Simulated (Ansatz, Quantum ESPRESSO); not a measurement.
# Conductance against width: vacuum gaps between two Al(111) faces, part 2 of 4

How fast does transmission decay with width? The series: vacuum gaps between two Al(111) faces.

Quantum ESPRESSO 7.5; plane-wave DFT, PBEsol, GBRV ultrasoft pseudopotentials; cross-check by Ansatz 0.2.0 with PAW datasets.

So far. Step 2 (Ground state, 4 Å): The run needed 48 iterations to bring the estimated error under 1e-07 Ry; the largest force on any atom, held or free, is 0.25 eV/Å.

## 3. The open system, 4 Å

Level of this step: transmission by pwcond, lead and junction from one cell; plane-wave DFT, PBEsol, GBRV ultrasoft pseudopotentials (Quantum ESPRESSO).

prefixt takes both regions from one run: the lead from 0 to bdl, the scattering region from bdl to bds (units of alat). ikind = 1 puts the same lead on both sides. The program's T_tot counts both spins in a run without spin; the tables below give T per spin.

File j0.cond.in:

```
&inputcond
  outdir = './out'
  prefixt = 'j0.scf'
  tran_file = 'j0.cond.dat'
  bdl = 2.4494897419
  bds = 15.2806533244
  ikind = 1
  ewind = 4.0
  epsproj = 1e-05
  nz1 = 7
  energy0 = 0.4
  denergy = -0.4
/
10
  0.00000000 0.00000000 0.01562500
  0.00000000 0.12500000 0.09375000
  0.00000000 0.25000000 0.09375000
  0.00000000 0.37500000 0.09375000
  0.00000000 0.50000000 0.04687500
  0.12500000 0.25000000 0.09375000
  0.12500000 0.37500000 0.18750000
  0.12500000 0.50000000 0.18750000
  0.25000000 0.50000000 0.09375000
  0.25000000 0.62500000 0.09375000
3
```

Run with:

```console
> OMP_NUM_THREADS=1 mpirun -n 4 pwcond.x -in j0.cond.in > j0.cond.out
```

The log of the run:

```text
[banner, memory and clock lines left out]
Program PWCOND v.7.5 starts

          URL

     ./out/j0.scf.save/

     IMPORTANT: XC functional enforced from input :
     Exchange-correlation= PBESOL
                           (   1   4  10   8   0   0   0)
     Any further DFT definition will be discarded
     Please, verify this is what you really want

     Reading collected, re-writing distributed wavefunctions

===== INPUT FILE containing all the regions =====

     GEOMETRY:

     lattice parameter (alat)  =       5.3984  a.u.
     the volume                =    2081.9402 (a.u.)^3
     the cross section         =      25.2384 (a.u.)^2
     l of the unit cell        =      15.2807 (alat)
     number of atoms/cell      =           18
     number of atomic types    =            1

     crystal axes: (cart. coord. in units of alat)
               a(1) = (  1.0000  0.0000  0.0000 )
               a(2) = (  0.5000  0.8660  0.0000 )
               a(3) = (  0.0000  0.0000 15.2807 )

   Cartesian axes

     site n.     atom                  positions (alat units)
          1        Al     tau(  1)=(  0.0000  0.0000 15.2807  )
          2        Al     tau(  2)=(  0.5000  0.2887  0.8165  )
          3        Al     tau(  3)=(  1.0000  0.5774  1.6330  )
          4        Al     tau(  4)=(  0.0000  0.0000  2.4495  )
          5        Al     tau(  5)=(  0.5000  0.2887  3.2660  )
          6        Al     tau(  6)=(  1.0000  0.5774  4.0825  )
          7        Al     tau(  7)=(  0.0000  0.0000  4.8990  )
          8        Al     tau(  8)=(  0.5000  0.2887  5.7155  )
          9        Al     tau(  9)=(  1.0000  0.5774  6.5320  )
         10        Al     tau( 10)=(  0.0000  0.0000  7.9322  )
         11        Al     tau( 11)=(  0.5000  0.2887  8.7487  )
         12        Al     tau( 12)=(  1.0000  0.5774  9.5652  )
         13        Al     tau( 13)=(  0.0000  0.0000 10.3817  )
         14        Al     tau( 14)=(  0.5000  0.2887 11.1982  )
         15        Al     tau( 15)=(  1.0000  0.5774 12.0147  )
         16        Al     tau( 16)=(  0.0000  0.0000 12.8312  )
         17        Al     tau( 17)=(  0.5000  0.2887 13.6477  )
         18        Al     tau( 18)=(  1.0000  0.5774 14.4642  )

     nr1s                      =           24
     nr2s                      =           24
     nr3s                      =          360
     nr1sx                     =           24
     nr2sx                     =           24
     nr3sx                     =          360
     nr1                       =           25
     nr2                       =           25
     nr3                       =          375
     nr1x                      =           25
     nr2x                      =           25
     nr3x                      =          375

 _______________________________
  Radii of nonlocal spheres:

     type       ibeta     ang. mom.          radius (alat units)
       Al         1         0                    0.3554
       Al         2         1                    0.3554
       Al         3         2                    0.3554
----- General information -----

--- T calc. with identical leads (ikind=1) ---

     nrx                       =           24
     nry                       =           24
     nz1                       =            7

     energy0               =         4.0E-01
     denergy               =        -4.0E-01
     nenergy               =          3
     ecut2d                =         4.0E+01
     ewind                 =         4.0E+00
     epsproj               =         1.0E-05

     number of k_|| points=   10
                       cryst. coord.
        k(    1) = (   0.0000000   0.0000000), wk =   0.0156250
        k(    2) = (   0.0000000   0.1250000), wk =   0.0937500
        k(    3) = (   0.0000000   0.2500000), wk =   0.0937500
        k(    4) = (   0.0000000   0.3750000), wk =   0.0937500
        k(    5) = (   0.0000000   0.5000000), wk =   0.0468750
        k(    6) = (   0.1250000   0.2500000), wk =   0.0937500
        k(    7) = (   0.1250000   0.3750000), wk =   0.1875000
        k(    8) = (   0.1250000   0.5000000), wk =   0.1875000
        k(    9) = (   0.2500000   0.5000000), wk =   0.0937500
        k(   10) = (   0.2500000   0.6250000), wk =   0.0937500
----- Information about left/right lead -----

     nocros                   =            9
     noins                    =           18
     norb                     =           36
     norbf                    =          144
     nrz                      =           58

      iorb      type   ibeta   ang. mom.   m       position (alat)
        1        1       1        0        1   taunew(   1)=(  0.0000  0.0000  0.0000)
        2        1       2        1        1   taunew(   2)=(  0.0000  0.0000  0.0000)
        3        1       2        1        2   taunew(   3)=(  0.0000  0.0000  0.0000)
        4        1       2        1        3   taunew(   4)=(  0.0000  0.0000  0.0000)
        5        1       3        2        1   taunew(   5)=(  0.0000  0.0000  0.0000)
        6        1       3        2        2   taunew(   6)=(  0.0000  0.0000  0.0000)
        7        1       3        2        3   taunew(   7)=(  0.0000  0.0000  0.0000)
        8        1       3        2        4   taunew(   8)=(  0.0000  0.0000  0.0000)
        9        1       3        2        5   taunew(   9)=(  0.0000  0.0000  0.0000)
       10        1       1        0        1   taunew(  10)=(  0.5000  0.2887  0.8165)
       11        1       2        1        1   taunew(  11)=(  0.5000  0.2887  0.8165)
       12        1       2        1        2   taunew(  12)=(  0.5000  0.2887  0.8165)
       13        1       2        1        3   taunew(  13)=(  0.5000  0.2887  0.8165)
       14        1       3        2        1   taunew(  14)=(  0.5000  0.2887  0.8165)
       15        1       3        2        2   taunew(  15)=(  0.5000  0.2887  0.8165)
       16        1       3        2        3   taunew(  16)=(  0.5000  0.2887  0.8165)
       17        1       3        2        4   taunew(  17)=(  0.5000  0.2887  0.8165)
       18        1       3        2        5   taunew(  18)=(  0.5000  0.2887  0.8165)
       19        1       1        0        1   taunew(  19)=(  1.0000  0.5774  1.6330)
       20        1       2        1        1   taunew(  20)=(  1.0000  0.5774  1.6330)
       21        1       2        1        2   taunew(  21)=(  1.0000  0.5774  1.6330)
       22        1       2        1        3   taunew(  22)=(  1.0000  0.5774  1.6330)
       23        1       3        2        1   taunew(  23)=(  1.0000  0.5774  1.6330)
       24        1       3        2        2   taunew(  24)=(  1.0000  0.5774  1.6330)
[...]
97        1       3        2        3   taunew(  97)=(  0.5000  0.2887  8.7487)
       98        1       3        2        4   taunew(  98)=(  0.5000  0.2887  8.7487)
       99        1       3        2        5   taunew(  99)=(  0.5000  0.2887  8.7487)
      100        1       1        0        1   taunew( 100)=(  1.0000  0.5774  9.5652)
      101        1       2        1        1   taunew( 101)=(  1.0000  0.5774  9.5652)
      102        1       2        1        2   taunew( 102)=(  1.0000  0.5774  9.5652)
      103        1       2        1        3   taunew( 103)=(  1.0000  0.5774  9.5652)
      104        1       3        2        1   taunew( 104)=(  1.0000  0.5774  9.5652)
      105        1       3        2        2   taunew( 105)=(  1.0000  0.5774  9.5652)
      106        1       3        2        3   taunew( 106)=(  1.0000  0.5774  9.5652)
      107        1       3        2        4   taunew( 107)=(  1.0000  0.5774  9.5652)
      108        1       3        2        5   taunew( 108)=(  1.0000  0.5774  9.5652)
      109        1       1        0        1   taunew( 109)=(  0.0000  0.0000 10.3817)
      110        1       2        1        1   taunew( 110)=(  0.0000  0.0000 10.3817)
      111        1       2        1        2   taunew( 111)=(  0.0000  0.0000 10.3817)
      112        1       2        1        3   taunew( 112)=(  0.0000  0.0000 10.3817)
      113        1       3        2        1   taunew( 113)=(  0.0000  0.0000 10.3817)
      114        1       3        2        2   taunew( 114)=(  0.0000  0.0000 10.3817)
      115        1       3        2        3   taunew( 115)=(  0.0000  0.0000 10.3817)
      116        1       3        2        4   taunew( 116)=(  0.0000  0.0000 10.3817)
      117        1       3        2        5   taunew( 117)=(  0.0000  0.0000 10.3817)
      118        1       1        0        1   taunew( 118)=(  0.5000  0.2887 11.1982)
      119        1       2        1        1   taunew( 119)=(  0.5000  0.2887 11.1982)
      120        1       2        1        2   taunew( 120)=(  0.5000  0.2887 11.1982)
      121        1       2        1        3   taunew( 121)=(  0.5000  0.2887 11.1982)
      122        1       3        2        1   taunew( 122)=(  0.5000  0.2887 11.1982)
      123        1       3        2        2   taunew( 123)=(  0.5000  0.2887 11.1982)
      124        1       3        2        3   taunew( 124)=(  0.5000  0.2887 11.1982)
      125        1       3        2        4   taunew( 125)=(  0.5000  0.2887 11.1982)
      126        1       3        2        5   taunew( 126)=(  0.5000  0.2887 11.1982)
      127        1       1        0        1   taunew( 127)=(  1.0000  0.5774 12.0147)
      128        1       2        1        1   taunew( 128)=(  1.0000  0.5774 12.0147)
      129        1       2        1        2   taunew( 129)=(  1.0000  0.5774 12.0147)
      130        1       2        1        3   taunew( 130)=(  1.0000  0.5774 12.0147)
      131        1       3        2        1   taunew( 131)=(  1.0000  0.5774 12.0147)
      132        1       3        2        2   taunew( 132)=(  1.0000  0.5774 12.0147)
      133        1       3        2        3   taunew( 133)=(  1.0000  0.5774 12.0147)
      134        1       3        2        4   taunew( 134)=(  1.0000  0.5774 12.0147)
      135        1       3        2        5   taunew( 135)=(  1.0000  0.5774 12.0147)
      136        1       1        0        1   taunew( 136)=(  0.0000  0.0000 12.8312)
      137        1       2        1        1   taunew( 137)=(  0.0000  0.0000 12.8312)
      138        1       2        1        2   taunew( 138)=(  0.0000  0.0000 12.8312)
      139        1       2        1        3   taunew( 139)=(  0.0000  0.0000 12.8312)
      140        1       3        2        1   taunew( 140)=(  0.0000  0.0000 12.8312)
      141        1       3        2        2   taunew( 141)=(  0.0000  0.0000 12.8312)
      142        1       3        2        3   taunew( 142)=(  0.0000  0.0000 12.8312)
      143        1       3        2        4   taunew( 143)=(  0.0000  0.0000 12.8312)
      144        1       3        2        5   taunew( 144)=(  0.0000  0.0000 12.8312)
 ngper, shell number =           85          11
 ngper, n2d =           85          60
---  E-Ef =    0.4000000  k =    0.0000000   0.0000000
---  ie =          1  ik =          1
 Nchannels of the left tip =            1
 Right moving states:
   k1(2pi/a)   k2(2pi/a)   E-Ef (eV)
   0.0079238   0.0000008   0.4000000
 Left moving states:
   k1(2pi/a)   k2(2pi/a)   E-Ef (eV)
  -0.0079238   0.0000008   0.4000000

 to transmit
 Band j to band i transmissions and reflections:
    j         i     |T_ij|^2    |R_ij|^2

    1 -->     1     0.69570     0.30430
   Total T_j, R_j =    0.69570  0.30430

E-Ef(ev), T(x2 spins) =    0.4000000   1.3914012
---  E-Ef =    0.0000000  k =    0.0000000   0.0000000
---  ie =          2  ik =          1
 Nchannels of the left tip =            1
 Right moving states:
   k1(2pi/a)   k2(2pi/a)   E-Ef (eV)
  -0.0279146   0.0000009   0.0000000
 Left moving states:
   k1(2pi/a)   k2(2pi/a)   E-Ef (eV)
   0.0279146   0.0000009   0.0000000

 to transmit
 Band j to band i transmissions and reflections:
    j         i     |T_ij|^2    |R_ij|^2

    1 -->     1     0.65225     0.34775
   Total T_j, R_j =    0.65225  0.34775

E-Ef(ev), T(x2 spins) =    0.0000000   1.3045079
---  E-Ef =   -0.4000000  k =    0.0000000   0.0000000
---  ie =          3  ik =          1
 Nchannels of the left tip =            1
 Right moving states:
   k1(2pi/a)   k2(2pi/a)   E-Ef (eV)
  -0.0643088   0.0000009  -0.4000000
 Left moving states:
   k1(2pi/a)   k2(2pi/a)   E-Ef (eV)
   0.0643088   0.0000009  -0.4000000

 to transmit
 Band j to band i transmissions and reflections:
    j         i     |T_ij|^2    |R_ij|^2

    1 -->     1     0.61652     0.38348
   Total T_j, R_j =    0.61652  0.38348

E-Ef(ev), T(x2 spins) =   -0.4000000   1.2330325
 ngper, shell number =           85          45
 ngper, n2d =           85          62
[... further energies and points left out ...]
---  E-Ef =    0.4000000  k =    0.2500000   0.6250000
---  ie =          1  ik =         10
 Nchannels of the left tip =            1
 Right moving states:
   k1(2pi/a)   k2(2pi/a)   E-Ef (eV)
   0.2466076   0.0000013   0.4000000
 Left moving states:
   k1(2pi/a)   k2(2pi/a)   E-Ef (eV)
  -0.2466078   0.0000013   0.4000000

 to transmit
 Band j to band i transmissions and reflections:
    j         i     |T_ij|^2    |R_ij|^2

    1 -->     1     0.12748     0.87252
   Total T_j, R_j =    0.12748  0.87252

E-Ef(ev), T(x2 spins) =    0.4000000   0.2549674
---  E-Ef =    0.0000000  k =    0.2500000   0.6250000
---  ie =          2  ik =         10
 Nchannels of the left tip =            1
 Right moving states:
   k1(2pi/a)   k2(2pi/a)   E-Ef (eV)
   0.1790370   0.0000014   0.0000000
 Left moving states:
   k1(2pi/a)   k2(2pi/a)   E-Ef (eV)
  -0.1790372   0.0000014   0.0000000

 to transmit
 Band j to band i transmissions and reflections:
    j         i     |T_ij|^2    |R_ij|^2

    1 -->     1     0.00107     0.99893
   Total T_j, R_j =    0.00107  0.99893

E-Ef(ev), T(x2 spins) =    0.0000000   0.0021348
---  E-Ef =   -0.4000000  k =    0.2500000   0.6250000
---  ie =          3  ik =         10
 Nchannels of the left tip =            1
 Right moving states:
   k1(2pi/a)   k2(2pi/a)   E-Ef (eV)
   0.0938877   0.0000015  -0.4000000
 Left moving states:
   k1(2pi/a)   k2(2pi/a)   E-Ef (eV)
  -0.0938879   0.0000015  -0.4000000

 to transmit
 Band j to band i transmissions and reflections:
    j         i     |T_ij|^2    |R_ij|^2

    1 -->     1     0.13512     0.86488
   Total T_j, R_j =    0.13512  0.86488

E-Ef(ev), T(x2 spins) =   -0.4000000   0.2702415
   T_tot     0.40000      0.94664E+00
   T_tot     0.00000      0.72574E+00
   T_tot    -0.40000      0.63203E+00

Note: The following floating-point exceptions are signalling: IEEE_UNDERFLOW_FLAG
Note: The following floating-point exceptions are signalling: IEEE_UNDERFLOW_FLAG
Note: The following floating-point exceptions are signalling: IEEE_UNDERFLOW_FLAG
Note: The following floating-point exceptions are signalling: IEEE_UNDERFLOW_FLAG
```

The job ended after 27 s (4 MPI ranks of Arm Neoverse V1, shared host; peak memory 0.24 GiB).

Numbers from this step:

```
lead channels at the Fermi level, one spin : 1.234
transmission at the Fermi level, one spin  : 0.3629
conductance                                : 0.3629 G₀
```

Per spin; mean over the k mesh across the current. Open channels, zone mean against energy, zero at the Fermi level:

| energy (eV) | open channels, zone mean |
| --- | --- |
| -0.400 | 1.33 |
| 0.000 | 1.23 |
| 0.400 | 1.42 |

Per spin; mean over the k mesh across the current. The transmission, zone mean by energy, zero at the Fermi level:

| energy (eV) | transmission, zone mean |
| --- | --- |
| -0.400 | 0.316 |
| 0.000 | 0.363 |
| 0.400 | 0.473 |

At 0.000 eV; k in fractions of b1, b2. Transmission by k point:

| k1 | k2 | weight | t | channels |
| --- | --- | --- | --- | --- |
| 0 | 0 | 0.01562 | 0.6523 | 1 |
| 0 | 0.125 | 0.09375 | 0.6179 | 1 |
| 0 | 0.25 | 0.09375 | 0.5101 | 1 |
| 0 | 0.375 | 0.09375 | 0.2872 | 2 |
| 0 | 0.5 | 0.04688 | 0.2442 | 2 |
| 0.125 | 0.25 | 0.09375 | 0.5439 | 1 |
| 0.125 | 0.375 | 0.1875 | 0.4774 | 1 |
| 0.125 | 0.5 | 0.1875 | 0.03822 | 1 |
| 0.25 | 0.5 | 0.09375 | 0.6485 | 2 |
| 0.25 | 0.625 | 0.09375 | 0.001067 | 1 |

(Continued in part 3 of 4.)

[Logs are printed without paths, hosts, clocks, repeated set-up lines and the standing remarks that a program may print on its own settings, such as how far it seeks lower states.]

[Hosts, paths, dates, database ids (printed as entryN), source tags and the programs' standing remarks are cut or masked in the printed files.]

[Maps of the electrostatic potential energy from Ansatz leave out the sawtooth potential of an applied field or a dipole correction, so their vacuum need not be flat; planar profiles and work functions include it.]
